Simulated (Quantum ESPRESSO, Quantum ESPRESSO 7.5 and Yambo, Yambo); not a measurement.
## A GW chain in Yambo: LuBi2O4Cl (P4/mmm)

How does a plane-wave GW calculation on LuBi2O4Cl (P4/mmm) run from the first input to the gap?

Main program and level: Quantum ESPRESSO 7.5 and Yambo 5.3.0; PBEsol and many-body steps on it, plane waves.

## (1) Set-up

Symmetry: P4/mmm, No. 123, tetragonal system. The conventional cell has a = 3.823 Å, b = 3.823 Å, c = 8.856 Å, α = 90.00°, β = 90.00°, γ = 90.00°. Nearest to Lu lie 8 O at 2.34 Å. Nearest to Bi lie 4 O at 2.23 Å. Cl has 8 Bi at 3.33 Å nearest. Nearest to O lie 2 Bi at 2.23 Å and 2 Lu at 2.34 Å. Farther neighbours and most contacts between anions are not listed.

Structure file:

```cif
data_structure
_symmetry_space_group_name_H-M 'P 1'
_symmetry_Int_Tables_number 1
_cell_length_a 3.8232
_cell_length_b 3.8232
_cell_length_c 8.8560
_cell_angle_alpha 90.000
_cell_angle_beta 90.000
_cell_angle_gamma 90.000
_cell_volume 129.45
loop_
_atom_site_label
_atom_site_type_symbol
_atom_site_fract_x
_atom_site_fract_y
_atom_site_fract_z
_atom_site_occupancy
Lu1 Lu 0.00000 0.00000 0.00000 1
Bi2 Bi 0.50000 0.50000 0.71930 1
Bi3 Bi 0.50000 0.50000 0.28070 1
Cl4 Cl 0.00000 0.00000 0.50000 1
O5 O 0.50000 0.00000 0.84800 1
O6 O 0.00000 0.50000 0.84800 1
O7 O 0.50000 0.00000 0.15200 1
O8 O 0.00000 0.50000 0.15200 1
```

The cell and positions come from the Crystallography Open Database and are kept as given unless a step says otherwise. Spin-orbit coupling is left out unless a step names it.

## (2) Ground state

This step: Quantum ESPRESSO 7.5; DFT, PBEsol, plane waves, norm-conserving pseudopotentials.

The ground-state density comes first.

The input, pw.in:

```
&control
  calculation = 'scf'
  prefix = 'x'
  outdir = 'o'
  pseudo_dir = 'pseudo'
/
&system
  ibrav = 0
  nat = 8
  ntyp = 4
  ecutwfc = 92.0
  nbnd = 59
  force_symmorphic = .true.
/
&electrons
  conv_thr = 1e-10
  electron_maxstep = 80
  mixing_beta = 0.5
/
ATOMIC_SPECIES
  Lu 174.97 Lu.upf
  Bi 208.98 Bi.upf
  Cl 35.45 Cl.upf
  O 15.999 O.upf
CELL_PARAMETERS angstrom
  3.8232000000 0.0000000000 0.0000000000
  0.0000000000 3.8232000000 0.0000000000
  0.0000000000 0.0000000000 8.8560000000
ATOMIC_POSITIONS crystal
  Lu 0.0000000000 0.0000000000 0.0000000000
  Bi 0.5000000000 0.5000000000 0.7193000000
  Bi 0.5000000000 0.5000000000 0.2807000000
  Cl 0.0000000000 0.0000000000 0.5000000000
  O 0.5000000000 0.0000000000 0.8480000000
  O 0.0000000000 0.5000000000 0.8480000000
  O 0.5000000000 0.0000000000 0.1520000000
  O 0.0000000000 0.5000000000 0.1520000000
K_POINTS automatic
  6 6 4 0 0 0
```

Run with:

```bash
$ OMP_NUM_THREADS=1 mpirun -n 8 pw.x -nk 8 -in pw.in > pw.out
```

Log:

```text
Program PWSCF v.7.5 starts

     This program is part of the open-source Quantum ESPRESSO suite
     for quantum simulation of materials; please cite
         "P. Giannozzi et al., J. Phys.:Condens. Matter 21 395502 (2009);
         "P. Giannozzi et al., J. Phys.:Condens. Matter 29 465901 (2017);
         "P. Giannozzi et al., J. Chem. Phys. 152 154105 (2020);
     in publications or presentations arising from this work. More details at
     Message from routine setup:
     using ibrav=0 with symmetry is DISCOURAGED, use correct ibrav instead

     G-vector sticks info

     bravais-lattice index     =            0
     lattice parameter (alat)  =       7.2248  a.u.
     unit-cell volume          =     873.5510 (a.u.)^3
     number of atoms/cell      =            8
     number of atomic types    =            4
     number of electrons       =       102.00
     number of Kohn-Sham states=           59
     kinetic-energy cutoff     =      92.0000  Ry
     charge density cutoff     =     368.0000  Ry
     scf convergence threshold =      1.0E-10
     mixing beta               =       0.5000
     number of iterations used =            8  plain     mixing
     Exchange-correlation= PBESOL
                           (   1   4  10   8   0   0   0)

     celldm(1)=   7.224801  celldm(2)=   0.000000  celldm(3)=   0.000000
     celldm(4)=   0.000000  celldm(5)=   0.000000  celldm(6)=   0.000000

     crystal axes: (cart. coord. in units of alat)
               a(1) = (   1.000000   0.000000   0.000000 )
               a(2) = (   0.000000   1.000000   0.000000 )
               a(3) = (   0.000000   0.000000   2.316384 )

     reciprocal axes: (cart. coord. in units 2 pi/alat)
               b(1) = (  1.000000  0.000000  0.000000 )
               b(2) = (  0.000000  1.000000  0.000000 )
               b(3) = (  0.000000  0.000000  0.431707 )
     Pseudo is Norm-conserving + core correction, Zval = 25.0
     Generated using ONCVPSP code by D. R. Hamann
     Using radial grid of 2008 points,  8 beta functions with:
     Pseudo is Norm-conserving + core correction, Zval = 23.0
     Generated using ONCVPSP code by D. R. Hamann
     Using radial grid of 1472 points,  6 beta functions with:
     Pseudo is Norm-conserving + core correction, Zval =  7.0
     Generated using ONCVPSP code by D. R. Hamann
     Using radial grid of 1028 points,  6 beta functions with:
     Pseudo is Norm-conserving + core correction, Zval =  6.0
     Generated using ONCVPSP code by D. R. Hamann
     Using radial grid of  936 points,  5 beta functions with:
     Lu               25.00   174.97000     Lu( 1.00)
     Bi               23.00   208.98000     Bi( 1.00)
     Cl                7.00    35.45000     Cl( 1.00)
     O                 6.00    15.99900     O ( 1.00)

     16 Sym. Ops., with inversion, found

   Cartesian axes

     site n.     atom                  positions (alat units)
         1        Lu     tau(   1) = (   0.0000000   0.0000000   0.0000000  )
         2        Bi     tau(   2) = (   0.5000000   0.5000000   1.6661751  )
         3        Bi     tau(   3) = (   0.5000000   0.5000000   0.6502090  )
         4        Cl     tau(   4) = (   0.0000000   0.0000000   1.1581921  )
         5        O      tau(   5) = (   0.5000000   0.0000000   1.9642938  )
         6        O      tau(   6) = (   0.0000000   0.5000000   1.9642938  )
         7        O      tau(   7) = (   0.5000000   0.0000000   0.3520904  )
         8        O      tau(   8) = (   0.0000000   0.5000000   0.3520904  )

     number of k points=    30
                       cart. coord. in units 2pi/alat
        k(    1) = (   0.0000000   0.0000000   0.0000000), wk =   0.0138889
        k(    2) = (   0.0000000   0.0000000   0.1079268), wk =   0.0277778
        k(    3) = (   0.0000000   0.0000000  -0.2158537), wk =   0.0138889
        k(    4) = (   0.0000000   0.1666667   0.0000000), wk =   0.0555556
        k(    5) = (   0.0000000   0.1666667   0.1079268), wk =   0.1111111
        k(    6) = (   0.0000000   0.1666667  -0.2158537), wk =   0.0555556
        k(    7) = (   0.0000000   0.3333333   0.0000000), wk =   0.0555556
        k(    8) = (   0.0000000   0.3333333   0.1079268), wk =   0.1111111
        k(    9) = (   0.0000000   0.3333333  -0.2158537), wk =   0.0555556
        k(   10) = (   0.0000000  -0.5000000   0.0000000), wk =   0.0277778
     [... 18 further rows ...]
        k(   29) = (  -0.5000000  -0.5000000   0.1079268), wk =   0.0277778
        k(   30) = (  -0.5000000  -0.5000000  -0.2158537), wk =   0.0138889

     Dense  grid:   104163 G-vectors     FFT dimensions: (  45,  45, 108)

     Initial potential from superposition of free atoms

     starting charge     101.9947, renormalised to     102.0000
     Starting wfcs are   63 randomized atomic wfcs

     per-process dynamical memory:   135.0 Mb

     Self-consistent Calculation

     iteration #  1     ecut=    92.00 Ry     beta= 0.50

     total energy              =   -1585.20838271 Ry
     estimated scf accuracy    <       2.57869777 Ry

     iteration #  2     ecut=    92.00 Ry     beta= 0.50

     total energy              =   -1585.33541916 Ry
     estimated scf accuracy    <       4.55240600 Ry

     iteration #  3     ecut=    92.00 Ry     beta= 0.50

     total energy              =   -1586.22973719 Ry
     estimated scf accuracy    <       0.33518446 Ry

     iteration #  4     ecut=    92.00 Ry     beta= 0.50

     total energy              =   -1586.24886353 Ry
     estimated scf accuracy    <       0.03806590 Ry

     iteration #  5     ecut=    92.00 Ry     beta= 0.50

     total energy              =   -1586.25777653 Ry
     estimated scf accuracy    <       0.01435562 Ry

     iteration #  6     ecut=    92.00 Ry     beta= 0.50

     total energy              =   -1586.25932055 Ry
     estimated scf accuracy    <       0.00036609 Ry

     iteration #  7     ecut=    92.00 Ry     beta= 0.50

     total energy              =   -1586.25942180 Ry
     estimated scf accuracy    <       0.00009142 Ry

     iteration #  8     ecut=    92.00 Ry     beta= 0.50

     total energy              =   -1586.25943595 Ry
     estimated scf accuracy    <       0.00000107 Ry

     iteration #  9     ecut=    92.00 Ry     beta= 0.50

     total energy              =   -1586.25943623 Ry
     estimated scf accuracy    <       0.00000073 Ry

     iteration # 10     ecut=    92.00 Ry     beta= 0.50

     total energy              =   -1586.25943636 Ry
     estimated scf accuracy    <       0.00000002 Ry

     iteration # 11     ecut=    92.00 Ry     beta= 0.50

     total energy              =   -1586.25943637 Ry
     estimated scf accuracy    <          1.7E-09 Ry

     iteration # 12     ecut=    92.00 Ry     beta= 0.50

     total energy              =   -1586.25943637 Ry
     estimated scf accuracy    <          2.3E-10 Ry

     iteration # 13     ecut=    92.00 Ry     beta= 0.50

     End of self-consistent calculation

          k = 0.0000 0.0000 0.0000 ( 12987 PWs)   bands (ev):

  -141.4544-141.4544 -79.4995 -79.4995 -79.4810 -79.4810 -79.4810 -79.4810
   -42.5362 -13.4111 -13.2371 -13.2371 -11.0375 -11.0322 -10.8410 -10.8281
   -10.8281 -10.8233 -10.8233 -10.8168 -10.7489 -10.7483  -7.2263  -6.5318
    -4.8482  -4.4748  -3.1621   2.4723   2.7197   6.6342   6.6342   6.8323
     6.8323   8.2020   8.2065   8.7378   8.7378   8.7825   8.8039   8.9314
     8.9673   8.9673   9.0173   9.2299   9.2299   9.7829   9.7829  10.4208
    10.4299  10.4299  10.8391  12.3526  15.0897  16.5277  16.5277  16.5918
    17.1946  17.1946  17.5797

          k = 0.0000 0.0000 0.1079 ( 12991 PWs)   bands (ev):

  -141.4544-141.4544 -79.4995 -79.4995 -79.4810 -79.4810 -79.4810 -79.4810
   -42.5362 -13.4111 -13.2371 -13.2371 -11.0371 -11.0326 -10.8402 -10.8290
   -10.8290 -10.8224 -10.8224 -10.8177 -10.7489 -10.7483  -7.2192  -6.5426
    -4.8482  -4.4748  -3.1531   2.3569   2.8317   6.5999   6.5999   6.8742
     6.8742   8.1840   8.2081   8.7378   8.7378   8.8029   8.8035   8.9314
[...]
17.1786  17.1786  18.0028

          k = 0.0000 0.0000-0.2159 ( 12980 PWs)   bands (ev):

  -141.4544-141.4544 -79.4995 -79.4995 -79.4810 -79.4810 -79.4810 -79.4810
[...]
-10.8297 -10.8217 -10.8217 -10.8186 -10.7489 -10.7483  -7.2119  -6.5536
    -4.8481  -4.4748  -3.1441   2.2804   2.9048   6.5738   6.5738   6.9080
     6.9080   8.1677   8.2097   8.7379   8.7379   8.8031   8.8157   8.9314
     8.9954   8.9954   9.1566   9.1566   9.1846   9.8075   9.8075  10.4128
    10.4306  10.4306  10.4360  12.8949  14.4792  16.5740  16.5740  16.8399
    17.1611  17.1611  18.0886

          k = 0.0000 0.1667 0.0000 ( 12986 PWs)   bands (ev):

     [... further k-points ...]

     highest occupied, lowest unoccupied level (ev):    11.2274   12.3526

!    total energy              =   -1586.25943637 Ry
     estimated scf accuracy    <          1.3E-11 Ry

     The total energy is the sum of the following terms:
     one-electron contribution =   -1022.44947417 Ry
     hartree contribution      =     556.16359562 Ry
     xc contribution           =    -257.62553190 Ry
     ewald contribution        =    -862.34802592 Ry

     convergence has been achieved in  13 iterations

     XML data file, charge density, pseudopotentials, collected wavefunctions

=------------------------------------------------------------------------------=
   JOB DONE.
=------------------------------------------------------------------------------=
```

The job ended after 80 s (8 MPI ranks of Arm Neoverse V1, shared host; peak memory 1.7 GiB; 11 min of CPU time).

This step gave:

```
total energy               : -21582.1591 eV
gap                        : 1.125 eV
k of the valence top       : -0.5, -0.5, 0
k of the conduction bottom : 0, 0, 0
least direct gap           : 1.513 eV
```

The gap is indirect, with the least direct gap 0.39 eV higher.

(Part 1 of 3 ends here.)

[Paths, hosts, dates, memory and timing lines, banners, echoed tables and standing remarks are left out of the program output.]

[Logs are printed without paths, hosts, clocks, repeated set-up lines and the standing remarks that a program may print on its own settings, such as how far it seeks lower states.]

[Runs of the session that timed out or met a known fault of the program may be left out.]

[Hosts, paths, dates, database ids (printed as entryN), source tags and the programs' standing remarks are cut or masked in the printed files.]
